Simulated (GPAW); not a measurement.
# Screening of a field by NbGe2As4 monolayer, part 2 of 2

How does NbGe2As4 monolayer screen a perpendicular field?

GPAW 26.7.0; GPAW, PAW setups; layer in a repeated cell with vacuum, relaxation of atoms and in-plane cell (the session's first sound run).

So far, dipole along the normal (e·Å): step 2 (relaxation) 4.4e-4; step 3 (the slab's potential) 9.0e-4; step 4 (In a field) -0.169; step 5 (field on) -0.0846.

### Step 8. Field on

Level of this step: GPAW, PAW setups; slab in vacuum (GPAW).

Input file run.py:

```python
import json
import numpy as np
from ase import Atoms
from gpaw import GPAW, PW
from gpaw.external import ConstantElectricField

slab = Atoms(
    ['As', 'Ge', 'As', 'Nb', 'As', 'Ge', 'As'],
    positions=[
        [0.00000, 0.00000, 9.00000],
        [-0.00000, 2.17144, 10.15501],
        [-0.00000, 2.17144, 12.62836],
        [-0.00000, 0.00000, 14.12319],
        [-0.00000, 2.17144, 15.61801],
        [-0.00000, 2.17144, 18.09136],
        [-0.00000, -0.00000, 19.24636]],
    cell=[[3.76104, 0.0, 0.0], [-1.88052, 3.25715, 0.0], [0.0, 0.0, 28.2464]],
    pbc=[True, True, False],
    magmoms=[0.0, 0.0, 0.0, 1.0, 0.0, 0.0, 0.0])

slab.calc = GPAW(mode=PW(400), xc='PBE', kpts={'size': (9, 9, 1), 'gamma': True},
                 occupations={'name': 'fermi-dirac', 'width': 0.05}, nbands='200%',
                 convergence={'density': 1e-05}, maxiter=200,
                 poissonsolver={'dipolelayer': 'xy'},
                 external=ConstantElectricField(0.1, [0, 0, 1]),
                 symmetry={'tolerance': 1e-3}, txt='slab.txt')
result = {}
energy = slab.get_potential_energy()
fermi = slab.calc.get_fermi_level()
v = slab.calc.get_electrostatic_potential().mean((0, 1)) - fermi
n = slab.calc.get_pseudo_density().mean((0, 1))
L = slab.cell[2, 2]
z = np.arange(len(v)) * L / len(v)
low, high = slab.positions[:, 2].min(), slab.positions[:, 2].max()
below, above = np.interp([low - 6.8, high + 6.8], z, v)
slopes = [np.interp(x, z, np.gradient(v, z)) for x in (low - 6.8, high + 6.8)]
eps = np.array([[slab.calc.get_eigenvalues(k, s) for k in range(len(slab.calc.get_ibz_k_points()))]
                for s in range(slab.calc.get_number_of_spins())]) - fermi
top, bottom = eps[eps < 0].max(), eps[eps > 0].min()
dipole = slab.get_dipole_moment()[2]
print(f'energy {energy:.4f} eV, Fermi level {fermi:.4f} eV, dipole {dipole:.5f} e A')
print(f'potential 6.8 A off the faces, from the Fermi level: lower {below:.4f} eV, upper {above:.4f} eV')
print(f'slope of the potential there: lower {slopes[0]:.5f}, upper {slopes[1]:.5f} eV/A')
print(f'nearest levels on the mesh: {top:.4f} and {bottom:.4f} eV')
print('magnetic moment', round(slab.get_magnetic_moment(), 3))
result.update(energy=energy, fermi=fermi, dipole=dipole, below=below, above=above, slopes=slopes, edges=[top, bottom],
              z=z.tolist(), v=v.tolist(), n=n.tolist(), positions=slab.positions.tolist(),
              forces=slab.get_forces(apply_constraint=False).tolist(), moments=slab.get_magnetic_moments().tolist())
json.dump(result, open('result.json', 'w'))
```

Run with:

```sh
$ OMP_NUM_THREADS=1 OPENBLAS_NUM_THREADS=1 python run.py
```

The log of the run:

```text
energy -38.9167 eV, Fermi level -0.0367 eV, dipole 0.08456 e A
potential 6.8 A off the faces, from the Fermi level: lower 5.6541 eV, upper 4.4044 eV
slope of the potential there: lower -0.00015, upper 0.00018 eV/A
nearest levels on the mesh: -0.0453 and 0.0020 eV
magnetic moment 0.0
```

It took 15 min on 1 thread of Arm Neoverse V1, shared host; peak memory 0.69 GiB.

The electrostatic potential energy of an electron (without an applied field's), less the Fermi level, planar mean oscillates, so the rows of the table below give means over windows of 1.78 Å about each position, cut where the curve ends. Its maxima inside the range that stand out by 2 % of the span (Å: eV): 1.6: 5.65, 9.6: -8.19, 11.4: 2.82, 13.3: -5.20, 15.0: -5.37, 16.8: 2.29, 18.6: -9.06. Its minima: 9.0: -12.5, 10.1: -12.3, 12.7: -11.6, 14.1: -15.5, 15.6: -11.9, 18.1: -13.0, 19.2: -13.5.

Table of electrostatic potential energy of an electron (without an applied field's), less the Fermi level, planar mean by z; means over each step:

z (Å), electrostatic potential energy of an electron (without an applied field's), less the Fermi level, planar mean (eV) and a bar from the least value:
```
     0.89        5.6 ##############################
     2.67        5.7 ##############################
     4.45        5.7 ##############################
     6.23        5.6 ##############################
     8.01        0.7 #####################
     9.79       -9.9 ##
    11.57       -0.5 ###################
    13.35       -9.8 ###
    15.13       -9.0 ####
    16.91       -0.8 ###################
    18.69      -11.3 
    20.47        1.5 #######################
    22.25        4.4 ############################
    24.03        4.4 ############################
    25.81        4.4 ############################
    27.59        4.4 ############################
```

The dipole is now 0.0846 e Å, against 9.0e-4 in the run without a field.

### Step 9. Field on

Edit run.py of step 8 so:

```diff
@@ -24,3 +24,3 @@
                  poissonsolver={'dipolelayer': 'xy'},
-                 external=ConstantElectricField(0.1, [0, 0, 1]),
+                 external=ConstantElectricField(0.2, [0, 0, 1]),
                  symmetry={'tolerance': 1e-3}, txt='slab.txt')
```

The log of the run:

```text
energy -38.9294 eV, Fermi level -0.0379 eV, dipole 0.16914 e A
potential 6.8 A off the faces, from the Fermi level: lower 6.2816 eV, upper 3.7820 eV
slope of the potential there: lower -0.00014, upper 0.00019 eV/A
nearest levels on the mesh: -0.0453 and 0.0020 eV
magnetic moment 0.0
```

The job ended after 14 min (1 thread; peak memory 0.69 GiB).

The dipole is now 0.169 e Å, against 9.0e-4 in the run without a field.

### Step 10. Field on

Edit run.py of step 9 so:

```diff
@@ -24,3 +24,3 @@
                  poissonsolver={'dipolelayer': 'xy'},
-                 external=ConstantElectricField(0.2, [0, 0, 1]),
+                 external=ConstantElectricField(0.3, [0, 0, 1]),
                  symmetry={'tolerance': 1e-3}, txt='slab.txt')
```

The log of the run:

```text
energy -38.9505 eV, Fermi level -0.0400 eV, dipole 0.25375 e A
potential 6.8 A off the faces, from the Fermi level: lower 6.9110 eV, upper 3.1610 eV
slope of the potential there: lower -0.00013, upper 0.00021 eV/A
nearest levels on the mesh: -0.0453 and 0.0019 eV
magnetic moment 0.0
```

Elapsed: 15 min, on 1 thread; peak memory 0.69 GiB.

The electrostatic potential energy of an electron (without an applied field's), less the Fermi level, planar mean oscillates, so the rows of the table below give means over windows of 1.83 Å about each position, cut where the curve ends. Its maxima inside the range that stand out by 2 % of the span (Å: eV): 2.0: 6.91, 9.6: -7.32, 11.4: 3.35, 13.3: -5.04, 15.0: -5.53, 16.8: 1.76, 18.6: -9.93. Its minima: 9.0: -11.5, 10.1: -11.5, 12.7: -11.3, 14.1: -15.5, 15.6: -12.1, 18.1: -13.8, 19.2: -14.5.

The electrostatic potential energy of an electron (without an applied field's), less the Fermi level, planar mean by z; means over each step:

| z (Å) | electrostatic potential energy of an electron (without an applied field's), less the Fermi level, planar mean (eV) |
| --- | --- |
| 0.92 | 6.72 |
| 2.75 | 6.91 |
| 4.58 | 6.91 |
| 6.41 | 6.83 |
| 8.23 | -0.419 |
| 10.07 | -7.28 |
| 11.89 | -2.00 |
| 13.73 | -9.94 |
| 15.55 | -6.97 |
| 17.38 | -4.17 |
| 19.21 | -9.54 |
| 21.05 | 2.54 |
| 22.88 | 3.16 |
| 24.70 | 3.16 |
| 26.54 | 3.16 |

The dipole is now 0.254 e Å, against 9.0e-4 in the run without a field.

### Step 11. The series

The members are put on one axis.

This step: induced dipole against applied field (GPAW 26.7.0).

Table of dipole along the normal by field:

```
field (V/Å)  dipole along the normal (e·Å)
     -0.200                         -0.169
     -0.100                        -0.0846
     -0.050                        -0.0423
      0.000                         9.0e-4
      0.050                         0.0423
      0.100                         0.0846
      0.200                          0.169
      0.300                          0.254
```

### Step 12. A changed run

One more run, with changed settings.

This step: GPAW, PAW setups; slab in vacuum (GPAW 26.7.0).

Edit run.py of step 10 so:

```diff
@@ -4,3 +4,2 @@
 from gpaw import GPAW, PW
-from gpaw.external import ConstantElectricField
 
@@ -20,7 +19,6 @@
 
-slab.calc = GPAW(mode=PW(400), xc='PBE', kpts={'size': (9, 9, 1), 'gamma': True},
+slab.calc = GPAW(mode=PW(400), xc='PBE', kpts={'size': (1, 1, 1), 'gamma': True},
                  occupations={'name': 'fermi-dirac', 'width': 0.05}, nbands='200%',
-                 convergence={'density': 1e-05}, maxiter=200,
+                 convergence={'density': 1e-05}, maxiter=50,
                  poissonsolver={'dipolelayer': 'xy'},
-                 external=ConstantElectricField(0.3, [0, 0, 1]),
                  symmetry={'tolerance': 1e-3}, txt='slab.txt')
```

The log of the run:

```text
energy -14.8071 eV, Fermi level 0.4269 eV, dipole 0.00091 e A
potential 6.8 A off the faces, from the Fermi level: lower 5.2244 eV, upper 5.2351 eV
slope of the potential there: lower -0.00017, upper 0.00017 eV/A
nearest levels on the mesh: -0.2793 and 0.2793 eV
magnetic moment 0.993
```

Elapsed: 19 s, on 1 thread; peak memory 0.25 GiB.

The run finished. A setting was moved off its sound value on purpose, so it serves as a test and not as the result.

The fault put into the input: one k-point (kpts = [1, 1]).

Side by side:

```csv
quantity,this run,sound run,difference
upper work function (eV),5.2351,5.0339,0.201
lower work function (eV),5.2244,5.0230,0.201
sum of the site moments (μB),0.48221,6.540e-5,0.482
```

The two runs differ clearly in the sum of the site moments: 0.482 μB against 6.5e-5 μB.

### Step 13. Summary of results

```yaml
work_function_upper_and_lower_face: 5.034 and 5.023 eV
dipole_along_the_normal: 9.0e-4 e Å, near the numerical noise
induced_dipole_per_field: 0.846 e Å per V/Å
out_of_plane_polarisability_per_area_alpha_eps_0_a: 12.5 Å
```

The field induces 0.846 e Å per V/Å, a polarisable thickness α/(ε0 A) of 12.5 Å beside 10.2 Å between the outermost nuclei. A perfect conductor would give the distance between its two image planes; a dielectric of thickness t gives t(1 - 1/ε). The induced dipole is linear in the field over this range. The small printed dipole stands for a step of -13 meV from the lower to the upper face, and the probes find 11 meV; values this small are near the numerical noise of both. One magnetic start was tried; another order may lie lower. The layer's cell and atoms come from the relaxation; spin-orbit coupling and temperature are left out.

[Logs are printed without paths, hosts, clocks, repeated set-up lines and the standing remarks that a program may print on its own settings, such as how far it seeks lower states.]

[Hosts, paths, dates, database ids (printed as entryN), source tags and the programs' standing remarks are cut or masked in the printed files.]
